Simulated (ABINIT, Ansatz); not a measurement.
**SbH3 (Pm-3m): zone-centre phonons**

Which modes does SbH3 (Pm-3m) have at the zone centre?

Program: ABINIT 10.8.3. Level of theory: DFT LDA, scalar-relativistic, plane waves, HGH norm-conserving pseudopotentials. Results are calculated unless marked as measured.

The structure was built from a prototype and need not be the compound's stable phase.

## 1. Set-up

The structure is cubic, space group Pm-3m (No. 221). Conventional cell: a = 3.950 Å, b = 3.950 Å, c = 3.950 Å, α = 90.00°, β = 90.00°, γ = 90.00°. Sb has 6 H at 1.97 Å nearest. Nearest to H lie 2 Sb at 1.97 Å. Farther neighbours are not listed.

As a file:

```cif
data_structure
_symmetry_space_group_name_H-M 'P 1'
_symmetry_Int_Tables_number 1
_cell_length_a 3.9496
_cell_length_b 3.9496
_cell_length_c 3.9496
_cell_angle_alpha 90.000
_cell_angle_beta 90.000
_cell_angle_gamma 90.000
_cell_volume 61.61
loop_
_atom_site_label
_atom_site_type_symbol
_atom_site_fract_x
_atom_site_fract_y
_atom_site_fract_z
_atom_site_occupancy
Sb1 Sb 0.00000 0.00000 0.00000 1
H2 H 0.50000 0.00000 0.00000 1
H3 H 0.00000 0.50000 0.00000 1
H4 H 0.00000 0.00000 0.50000 1
```

## 2. Relaxing the cell and atoms

The harmonic expansion needs vanishing forces, and a free crystal bears no stress, so cell and atoms are brought to rest. Stress is more sensitive to the basis than forces are: the last 3 Ha under the cutoff are smoothed with ecutsm, and the cutoff is raised above that of the later runs.

The starting cell comes from a relaxation made beforehand in Ansatz (LDA, PseudoDojo NC).

The input, relax.abi:

```
# relaxation
ionmov 2
optcell 2
dilatmx 1.08
ntime 40
tolmxf 1.0d-05
tolvrs 1.0d-14
prtwf 0
prtden 0
chksymtnons 0

# basis, mesh and filling
ecut 43.0
ecutsm 3.0
ixc 7
ngkpt 8 8 8
nshiftk 1
shiftk 0.0 0.0 0.0
istwfk *1
occopt 7
tsmear 0.01
nband 9
nstep 100
diemac 1000000.0
prtebands 0
prtgsr 0

# cell and atoms
acell 3*1.0 Angstrom
rprim 
    3.94958467 0.0 0.0
    0.0 3.94958467 0.0
    0.0 0.0 3.94958467
ntypat 2
znucl 51 1
natom 4
typat 1 2 2 2
xred 
    0.0 0.0 0.0
    0.5 0.0 0.0
    0.0 0.5 0.0
    0.0 0.0 0.5
pp_dirpath "./pseudo"
pseudos "Sb.hgh, H.hgh"
```

Run with:

```bash
OMP_NUM_THREADS=1 mpirun -n 4 abinit relax.abi > relax.log
```

Numbers of over 12 decimals in the logs are rounded to 6 here.

relax.abo, the main output file:

```text
[banners, grids, parts of the stress and lines that vanish by symmetry left out]
- input  file    -> relax.abi
- output file    -> relax.abo
- root for input  files -> relaxi
[...]
Symmetries : space group Pm -3 m (#221); Bravais cP (primitive cubic)
[...]
mpw =        7120          nfft =      110592          nkpt =          35
[...]
== DATASET  1 ==================================================================
[...]
cutoff_energies: {ecut:  43.0, pawecutdg:  -1.0, }
[...]
Exchange-correlation functional for the present dataset will be:
  LDA: Perdew-Wang 92 LSD fit to Ceperley-Alder data - ixc=7
[...]
ETOT  1  -7.253236    -7.253E+00 2.102E-02 3.742E+01
 ETOT  2  -7.268018    -1.478E-02 2.707E-03 2.208E+00
 ETOT  3  -7.268202    -1.839E-04 4.732E-04 3.324E-01
 ETOT  4  -7.268214    -1.143E-05 2.886E-04 6.095E-02
 ETOT  5  -7.268216    -1.863E-06 5.448E-05 5.055E-04
[...]
At SCF step   11       vres2   =  1.89E-16 < tolvrs=  1.00E-14 =>converged.
[...]
sigma(1 1)= -1.68315902E-06  sigma(3 2)=  0.00000000E+00
  sigma(2 2)= -1.68315902E-06  sigma(3 1)=  0.00000000E+00
  sigma(3 3)= -1.68315902E-06  sigma(2 1)=  0.00000000E+00
[...]
convergence: {deltae:  4.334E-13, res2:  1.888E-16, residm:  4.600E-06, diffor: null, }
etotal    :  -7.26821568E+00
[...]
ETOT  1  -7.268216    -7.268E+00 3.841E-06 1.282E-04
[...]
At SCF step    7       vres2   =  7.96E-15 < tolvrs=  1.00E-14 =>converged.
[...]
sigma(1 1)= -1.44993726E-06  sigma(3 2)=  0.00000000E+00
  sigma(2 2)= -1.44993726E-06  sigma(3 1)=  0.00000000E+00
  sigma(3 3)= -1.44993726E-06  sigma(2 1)=  0.00000000E+00
[...]
convergence: {deltae: -2.975E-13, res2:  7.958E-15, residm:  5.405E-06, diffor: null, }
etotal    :  -7.26821578E+00
[...]
ETOT  1  -7.268216    -7.268E+00 6.591E-06 4.965E-03
[...]
ETOT  7  -7.268216     2.416E-13 1.793E-06 2.963E-13
 ETOT  8  -7.268216     2.069E-13 3.086E-06 4.141E-15
 At SCF step    8       vres2   =  4.14E-15 < tolvrs=  1.00E-14 =>converged.
[...]
sigma(1 1)= -1.23945947E-09  sigma(3 2)=  0.00000000E+00
  sigma(2 2)= -1.23945946E-09  sigma(3 1)=  0.00000000E+00
  sigma(3 3)= -1.23945947E-09  sigma(2 1)=  0.00000000E+00
[...]
convergence: {deltae:  2.069E-13, res2:  4.141E-15, residm:  3.086E-06, diffor: null, }
etotal    :  -7.26821606E+00
[...]
At Broyd/MD step   3, gradients are converged :
[...]
sigma(1 1)= -1.23945947E-09  sigma(3 2)=  0.00000000E+00
  sigma(2 2)= -1.23945946E-09  sigma(3 1)=  0.00000000E+00
  sigma(3 3)= -1.23945947E-09  sigma(2 1)=  0.00000000E+00
[...]
- sigma(1 1)= -3.64661565E-05  sigma(3 2)=  0.00000000E+00
- sigma(2 2)= -3.64661564E-05  sigma(3 1)=  0.00000000E+00
- sigma(3 3)= -3.64661567E-05  sigma(2 1)=  0.00000000E+00
[...]
fcart     -0.0000000000E+00 -0.0000000000E+00 -0.0000000000E+00
           strten     -1.2394594667E-09 -1.2394594648E-09 -1.2394594726E-09
================================================================================

[key lines of the parts left out:]
pressure_GPa:   3.6466E-05
Total energy (etotal) [Ha]= -7.26821606367824E+00
```

Elapsed: 32 s, on 4 MPI ranks of Arm Neoverse V1, shared host.

Little changed from the start: no atom moved by 0.005 Å and no cell edge by 0.1 %.

Read from the output:

```
volume per atom   : 15.42 Å³
pressure          : 3.65e-5 GPa
gap on the k-mesh : 0 eV
```

## 3. Self-consistent run for the response

First-order wavefunctions inherit every error of the ground state, hence the very tight tolvrs. Occupations are smeared.

The input, gs.abi:

```
# ground state
tolvrs 1.0d-16
prtden 1
prtwf 1

# basis, mesh and filling
ecut 35.0
ixc 7
ngkpt 8 8 8
nshiftk 1
shiftk 0.0 0.0 0.0
istwfk *1
occopt 7
tsmear 0.01
nband 9
nstep 100
diemac 1000000.0
prtebands 0
prtgsr 0

# cell and atoms
acell 3*1.0 Angstrom
rprim 
    3.951025338 0.0 0.0
    0.0 3.951025338 0.0
    0.0 0.0 3.951025338
ntypat 2
znucl 51 1
natom 4
typat 1 2 2 2
xred 
    0.0 0.0 0.0
    0.5 0.0 0.0
    0.0 0.5 0.0
    0.0 0.0 0.5
pp_dirpath "./pseudo"
pseudos "Sb.hgh, H.hgh"
```

Run with:

```bash
OMP_NUM_THREADS=1 mpirun -n 4 abinit gs.abi > gs.log
```

gs.abo, the main output file:

```text
[banners, grids, parts of the stress and lines that vanish by symmetry left out]
- input  file    -> gs.abi
- output file    -> gs.abo
- root for input  files -> gsi
[...]
Symmetries : space group Pm -3 m (#221); Bravais cP (primitive cubic)
[...]
mpw =        4224          nfft =       64000          nkpt =          35
[...]
== DATASET  1 ==================================================================
[...]
cutoff_energies: {ecut:  35.0, pawecutdg:  -1.0, }
[...]
Exchange-correlation functional for the present dataset will be:
  LDA: Perdew-Wang 92 LSD fit to Ceperley-Alder data - ixc=7
[...]
ETOT  1  -7.254604    -7.255E+00 1.869E-02 2.155E+01
 ETOT  2  -7.266502    -1.190E-02 9.813E-03 1.415E+00
 ETOT  3  -7.266702    -2.005E-04 3.952E-03 2.102E-01
 ETOT  4  -7.266714    -1.188E-05 2.542E-03 3.732E-02
 ETOT  5  -7.266716    -1.981E-06 1.174E-03 2.958E-04
[...]
ETOT 10  -7.266716     6.217E-14 8.418E-06 5.823E-15
 ETOT 11  -7.266716     2.487E-14 6.046E-06 9.482E-17
 At SCF step   11       vres2   =  9.48E-17 < tolvrs=  1.00E-16 =>converged.
[...]
sigma(1 1)=  1.54410094E-05  sigma(3 2)=  0.00000000E+00
  sigma(2 2)=  1.54410094E-05  sigma(3 1)=  0.00000000E+00
  sigma(3 3)=  1.54410094E-05  sigma(2 1)=  0.00000000E+00
[...]
convergence: {deltae:  2.487E-14, res2:  9.482E-17, residm:  6.046E-06, diffor: null, }
etotal    :  -7.26671599E+00
[...]
sigma(1 1)=  1.54410094E-05  sigma(3 2)=  0.00000000E+00
  sigma(2 2)=  1.54410094E-05  sigma(3 1)=  0.00000000E+00
  sigma(3 3)=  1.54410094E-05  sigma(2 1)=  0.00000000E+00
[...]
- sigma(1 1)=  4.54290180E-01  sigma(3 2)=  0.00000000E+00
- sigma(2 2)=  4.54290180E-01  sigma(3 1)=  0.00000000E+00
- sigma(3 3)=  4.54290180E-01  sigma(2 1)=  0.00000000E+00
[...]
fcart     -0.0000000000E+00 -0.0000000000E+00 -0.0000000000E+00
           strten      1.5441009387E-05  1.5441009387E-05  1.5441009387E-05
================================================================================

[key lines of the parts left out:]
pressure_GPa:  -4.5429E-01
```

It took 9.5 s on 4 MPI ranks; 38 s of CPU time.

Read from the output:

* pressure: -0.4543 GPa

The cell stands at -0.45 GPa: the relaxation ran with a smoothed and higher cutoff, and the difference is a stress of the finite basis.

## 4. Linear response at Γ

At q = 0 one unit cell holds all displacements. The response is solved for single atoms along the cell's directions, and symmetry skips those that follow from others. The crystal is treated as a metal, which screens a static field, so no field response is asked.

The input, dfpt_gamma.abi:

```

# common to the responses
getwfk_filepath "gso_WFK"
kptopt 2
nqpt 1
qpt 0.0 0.0 0.0
asr 0
chneut 0

# displacements
rfphon 1
rfatpol 1 4
rfdir 1 1 1
tolvrs 1.0d-10
prtwf 0

# basis, mesh and filling
ecut 35.0
ixc 7
ngkpt 8 8 8
nshiftk 1
shiftk 0.0 0.0 0.0
istwfk *1
occopt 7
tsmear 0.01
nband 9
nstep 100
diemac 1000000.0
prtebands 0
prtgsr 0

# cell and atoms
acell 3*1.0 Angstrom
rprim 
    3.951025338 0.0 0.0
    0.0 3.951025338 0.0
    0.0 0.0 3.951025338
ntypat 2
znucl 51 1
natom 4
typat 1 2 2 2
xred 
    0.0 0.0 0.0
    0.5 0.0 0.0
    0.0 0.5 0.0
    0.0 0.0 0.5
pp_dirpath "./pseudo"
pseudos "Sb.hgh, H.hgh"
```

Run with:

```bash
OMP_NUM_THREADS=1 mpirun -n 4 abinit dfpt_gamma.abi > dfpt_gamma.log
```

dfpt_gamma.abo, the main output file:

```text
[banners, grids, parts of the stress and lines that vanish by symmetry left out]
- input  file    -> dfpt_gamma.abi
- output file    -> dfpt_gamma.abo
- root for input  files -> dfpt_gammai
- root for output files -> dfpt_gammao

 Symmetries : space group Pm -3 m (#221); Bravais cP (primitive cubic)
================================================================================
 Values of the parameters that define the memory need of the present run (RF).
     intxc =       0      iscf =       7    lmnmax =       6     lnmax =       6
     mgfft =      40  mpssoang =       3    mqgrid =    3001     natom =       4
  nloc_mem =       1    nspden =       1   nspinor =       1    nsppol =       1
      nsym =      48    n1xccc =       0    ntypat =       2    occopt =       7
   xclevel =       1
-    mband =           9        mffmem =           1         mkmem =          65
-   mkqmem =          65        mk1mem =          65           mpw =        4224
      nfft =       64000          nkpt =         260
- my_mband =           9
================================================================================
================================================================================

--------------------------------------------------------------------------------
------------- Echo of variables that govern the present computation ------------
--------------------------------------------------------------------------------
-
- outvars: echo of selected default values
-   iomode0 =  0 , fftalg0 =312 , wfoptalg0 =  0
-
- outvars: echo of global parameters not present in the input file
-  max_nthreads =    1
-
 -outvars: echo values of preprocessed input variables
 [... echo left out ...]
================================================================================

 chkinp: Checking input parameters for consistency.

[...]
== DATASET  1 ==================================================================
-   mpi_nproc: 4, omp_nthreads: 1 (-1 if OMP is not activated)

--- !DatasetInfo
iteration_state: {dtset: 1, }
dimensions: {natom: 4, nkpt: 260, mband: 9, nsppol: 1, nspinor: 1, nspden: 1, mpw: 4224, }
cutoff_energies: {ecut:  35.0, pawecutdg:  -1.0, }
electrons: {nelect:   8.00000000E+00, charge:   0.00000000E+00, occopt:   7.00000000E+00, tsmear:   1.00000000E-02, }
meta: {optdriver: 1, rfphon: 1, }
...

 mkfilename: getwfk from: gso_WFK

 Exchange-correlation functional for the present dataset will be:
  LDA: Perdew-Wang 92 LSD fit to Ceperley-Alder data - ixc=7
 Citation for XC functional:
  J.P.Perdew and Y.Wang, PRB 45, 13244 (1992)

 Real(R)+Recip(G) space primitive vectors, cartesian coordinates (Bohr,Bohr^-1):
 R(1)=  7.4663558  0.0000000  0.0000000  G(1)=  0.1339341  0.0000000  0.0000000
 R(2)=  0.0000000  7.4663558  0.0000000  G(2)=  0.0000000  0.1339341  0.0000000
 R(3)=  0.0000000  0.0000000  7.4663558  G(3)=  0.0000000  0.0000000  0.1339341
 Unit cell volume ucvol=  4.1622297E+02 bohr^3
 Angles (23,13,12)=  9.00000000E+01  9.00000000E+01  9.00000000E+01 degrees
 setup1 : take into account q-point for computing boxcut.

 getcut: wavevector=  0.0000  0.0000  0.0000  ngfft=  40  40  40
         ecut(hartree)=     35.000   => boxcut(ratio)=   2.01165

--- Pseudopotential description ------------------------------------------------
- pspini: atom type   1  psp file is ./pseudo/Sb.hgh

- pspini: atom type   2  psp file is ./pseudo/H.hgh

   2.60320940E+02                                ecore*ucvol(ha*bohr**3)
--------------------------------------------------------------------------------

 ==>  initialize data related to q vector <==

 The list of irreducible perturbations for this q vector is:
    1)    idir= 1    ipert=   1
    2)    idir= 1    ipert=   2
    3)    idir= 2    ipert=   2

[...]
The perturbation idir=   2  ipert=   1 is
 symmetric of a previously calculated perturbation.
 So, its SCF calculation is not needed.

 The perturbation idir=   3  ipert=   1 is
 symmetric of a previously calculated perturbation.
 So, its SCF calculation is not needed.

 The perturbation idir=   3  ipert=   2 is
 symmetric of a previously calculated perturbation.
 So, its SCF calculation is not needed.

 The perturbation idir=   1  ipert=   3 is
 symmetric of a previously calculated perturbation.
 So, its SCF calculation is not needed.

[...]
The perturbation idir=   2  ipert=   4 is
 symmetric of a previously calculated perturbation.
 So, its SCF calculation is not needed.

 The perturbation idir=   3  ipert=   4 is
 symmetric of a previously calculated perturbation.
 So, its SCF calculation is not needed.

--------------------------------------------------------------------------------
 Perturbation wavevector (in red.coord.)   0.000000  0.000000  0.000000
 Perturbation : displacement of atom   1   along direction   1
 Found     8 symmetries that leave the perturbation invariant.

[...]
dfpt_looppert : total number of electrons, from k and k+q
  fully or partially occupied states are    8.000000E+00 and    8.000000E+00.
 Initialisation of the first-order wave-functions :
  ireadwf=   0

--- !BeginCycle
iteration_state: {dtset: 1, }
solver: {iscf: 7, nstep: 100, nline: 4, wfoptalg: 0, }
tolerances: {tolvrs: 1.00E-10, }
...

     iter   2DEtotal(Ha)        deltaE(Ha) residm    vres2
-ETOT  1   10.666172931454     -1.070E+02 8.899E-01 5.846E+04
 ETOT  2  -3.954830     -1.462E+01 1.901E-02 1.425E+03
 ETOT  3  -4.157048     -2.022E-01 1.670E-03 1.402E+02
 ETOT  4  -4.172727     -1.568E-02 2.701E-04 1.516E+00
 ETOT  5  -4.172789     -6.237E-05 8.560E-06 2.041E-02
[...]
At SCF step   10       vres2   =  4.68E-12 < tolvrs=  1.00E-10 =>converged.
[...]
Mean square residual over all n,k,spin=   11.267E-17; max=  79.959E-16

 Thirteen components of 2nd-order total energy (hartree) are
 1,2,3: 0th-order hamiltonian combined with 1st-order wavefunctions
     kin0=   9.33240649E+01 eigvalue=   8.59762558E+00  local=  -2.63852583E+01
 4,5,6: 1st-order hamiltonian combined with 1st and 0th-order wfs
 loc psp =  -1.13525287E+02  Hartree=   2.38917123E+01     xc=  -1.37507630E+01
 note that "loc psp" includes a xc core correction that could be resolved
 7,8,9: eventually, occupation + non-local contributions
    edocc=   1.73757963E+01     enl0=   1.87580059E+01   enl1=  -1.30097081E+02
 1-9 gives the relaxation energy (to be shifted if some occ is /=2.0)
   erelax=  -1.21811184E+02
 10,11,12 Non-relaxation  contributions : frozen-wavefunctions and Ewald
 fr.local=   5.13781932E+01 fr.nonlo=   5.78448701E+01  Ewald=   8.41533068E+00
 13,14 Frozen wf xc core corrections (1) and (2)
 frxc 1  =   0.00000000E+00  frxc 2 =   0.00000000E+00
 Resulting in :
 2DEtotal=   -0.4172789830E+01 Ha. Also 2DEtotal=   -0.113547395799E+03 eV
    (2DErelax=   -1.2181118375E+02 Ha. 2DEnonrelax=    1.1763839392E+02 Ha)
    (  non-var. 2DEtotal :   -4.1727897638E+00 Ha)

[...]
Perturbation wavevector (in red.coord.)   0.000000  0.000000  0.000000
 Perturbation : displacement of atom   2   along direction   1
 Found     8 symmetries that leave the perturbation invariant.

[...]
dfpt_looppert : total number of electrons, from k and k+q
  fully or partially occupied states are    8.000000E+00 and    8.000000E+00.
 Initialisation of the first-order wave-functions :
  ireadwf=   0

--- !BeginCycle
iteration_state: {dtset: 1, }
solver: {iscf: 7, nstep: 100, nline: 4, wfoptalg: 0, }
tolerances: {tolvrs: 1.00E-10, }
...

     iter   2DEtotal(Ha)        deltaE(Ha) residm    vres2
-ETOT  1   1.476278     -6.142E+01 7.770E-01 1.934E+04
[...]
At SCF step   10       vres2   =  3.95E-12 < tolvrs=  1.00E-10 =>converged.
[...]
Mean square residual over all n,k,spin=   72.385E-18; max=  15.919E-16

 Thirteen components of 2nd-order total energy (hartree) are
 1,2,3: 0th-order hamiltonian combined with 1st-order wavefunctions
     kin0=   6.07272152E+01 eigvalue=   3.33897776E+00  local=  -1.66614474E+01
 4,5,6: 1st-order hamiltonian combined with 1st and 0th-order wfs
 loc psp =  -1.35050275E+02  Hartree=   1.78203928E+01     xc=  -1.07735628E+01
 note that "loc psp" includes a xc core correction that could be resolved
 7,8,9: eventually, occupation + non-local contributions
    edocc=   1.27675557E+01     enl0=   3.06006223E-01   enl1=   0.00000000E+00
 1-9 gives the relaxation energy (to be shifted if some occ is /=2.0)
   erelax=  -6.75251375E+01
 10,11,12 Non-relaxation  contributions : frozen-wavefunctions and Ewald
 fr.local=   3.76674101E+01 fr.nonlo=   0.00000000E+00  Ewald=   2.52331220E+01
 13,14 Frozen wf xc core corrections (1) and (2)
 frxc 1  =   0.00000000E+00  frxc 2 =   0.00000000E+00
 Resulting in :
 2DEtotal=   -0.4624605393E+01 Ha. Also 2DEtotal=   -0.125841923583E+03 eV
    (2DErelax=   -6.7525137458E+01 Ha. 2DEnonrelax=    6.2900532065E+01 Ha)
    (  non-var. 2DEtotal :   -4.6246054104E+00 Ha)

[...]
Perturbation wavevector (in red.coord.)   0.000000  0.000000  0.000000
 Perturbation : displacement of atom   2   along direction   2
 Found     4 symmetries that leave the perturbation invariant.

--------------------------------------------------------------------------------

--------------------------------------------------------------------------------

 dfpt_looppert : total number of electrons, from k and k+q
  fully or partially occupied states are    8.000000E+00 and    8.000000E+00.
 Initialisation of the first-order wave-functions :
  ireadwf=   0

--- !BeginCycle
iteration_state: {dtset: 1, }
solver: {iscf: 7, nstep: 100, nline: 4, wfoptalg: 0, }
tolerances: {tolvrs: 1.00E-10, }
...

     iter   2DEtotal(Ha)        deltaE(Ha) residm    vres2
-ETOT  1   3.085546     -5.449E+01 1.767E-01 9.778E+03
[...]
ETOT  9  0.670931     -6.921E-11 2.775E-13 1.350E-09
 ETOT 10  0.670931      2.366E-12 6.622E-15 3.153E-11

 At SCF step   10       vres2   =  3.15E-11 < tolvrs=  1.00E-10 =>converged.
[...]
Mean square residual over all n,k,spin=   15.466E-17; max=  66.223E-16

 Thirteen components of 2nd-order total energy (hartree) are
 1,2,3: 0th-order hamiltonian combined with 1st-order wavefunctions
     kin0=   6.14300024E+01 eigvalue=   3.64426936E+00  local=  -1.59977091E+01
 4,5,6: 1st-order hamiltonian combined with 1st and 0th-order wfs
 loc psp =  -1.13816802E+02  Hartree=   1.08010277E+01     xc=  -6.74955323E+00
 note that "loc psp" includes a xc core correction that could be resolved
 7,8,9: eventually, occupation + non-local contributions
    edocc=   3.71689076E+00     enl0=   6.34728348E-02   enl1=   0.00000000E+00
 1-9 gives the relaxation energy (to be shifted if some occ is /=2.0)
   erelax=  -5.69084008E+01
 10,11,12 Non-relaxation  contributions : frozen-wavefunctions and Ewald
 fr.local=   6.43051612E+01 fr.nonlo=   0.00000000E+00  Ewald=  -6.72582952E+00
 13,14 Frozen wf xc core corrections (1) and (2)
 frxc 1  =   0.00000000E+00  frxc 2 =   0.00000000E+00
 Resulting in :
 2DEtotal=    0.6709308801E+00 Ha. Also 2DEtotal=    0.182569593225E+02 eV
    (2DErelax=   -5.6908400817E+01 Ha. 2DEnonrelax=    5.7579331697E+01 Ha)
    (  non-var. 2DEtotal :    6.7093091461E-01 Ha)

[...]
---- first-order wavefunction calculations are completed ----

 ==> Compute Derivative Database <==

 [... matrices left out ...]
  Phonon wavevector (reduced coordinates) :  0.00000  0.00000  0.00000
 Phonon energies in Hartree :
  -6.766447E-03 -6.766447E-03 -6.766447E-03  1.676433E-06  1.676434E-06
   1.676438E-06  2.530440E-03  2.530440E-03  2.530440E-03  2.644739E-03
   2.644739E-03  2.644739E-03
 Phonon frequencies in cm-1    :
- -1.485063E+03 -1.485063E+03 -1.485063E+03  3.679346E-01  3.679348E-01
-  3.679355E-01  5.553674E+02  5.553674E+02  5.553674E+02  5.804531E+02
-  5.804531E+02  5.804531E+02

== END DATASET(S) ==============================================================
================================================================================

 -outvars: echo values of variables after computation
            acell      1.8897261259E+00  1.8897261259E+00  1.8897261259E+00 Bohr
           etotal      6.7093088009E-01
            fcart      0.0000000000E+00  0.0000000000E+00  0.0000000000E+00
           strten      0.0000000000E+00  0.0000000000E+00  0.0000000000E+00
================================================================================
```

Elapsed: 57 s, on 4 MPI ranks.

This step gave:

* largest acoustic frequency at the zone centre before the sum rule: 0.37 cm⁻¹
* highest optical zone-centre mode (no LO-TO term): 580.5 cm⁻¹
* lowest optical zone-centre mode: -1485 cm⁻¹

The acoustic modes at Γ come out as far as 0.4 cm⁻¹ from zero, where they should vanish, a small numerical error. The lowest optical mode is imaginary, 1485i cm⁻¹, an instability at this level and on this k mesh.

(Part 1 of 2 ends here.)

[Host names and launcher messages were left out of these logs when they were recorded.]

[Logs are printed without paths, hosts, clocks, repeated set-up lines and the standing remarks that a program may print on its own settings, such as how far it seeks lower states.]

[Hosts, paths, dates, database ids (printed as entryN), source tags and the programs' standing remarks are cut or masked in the printed files.]
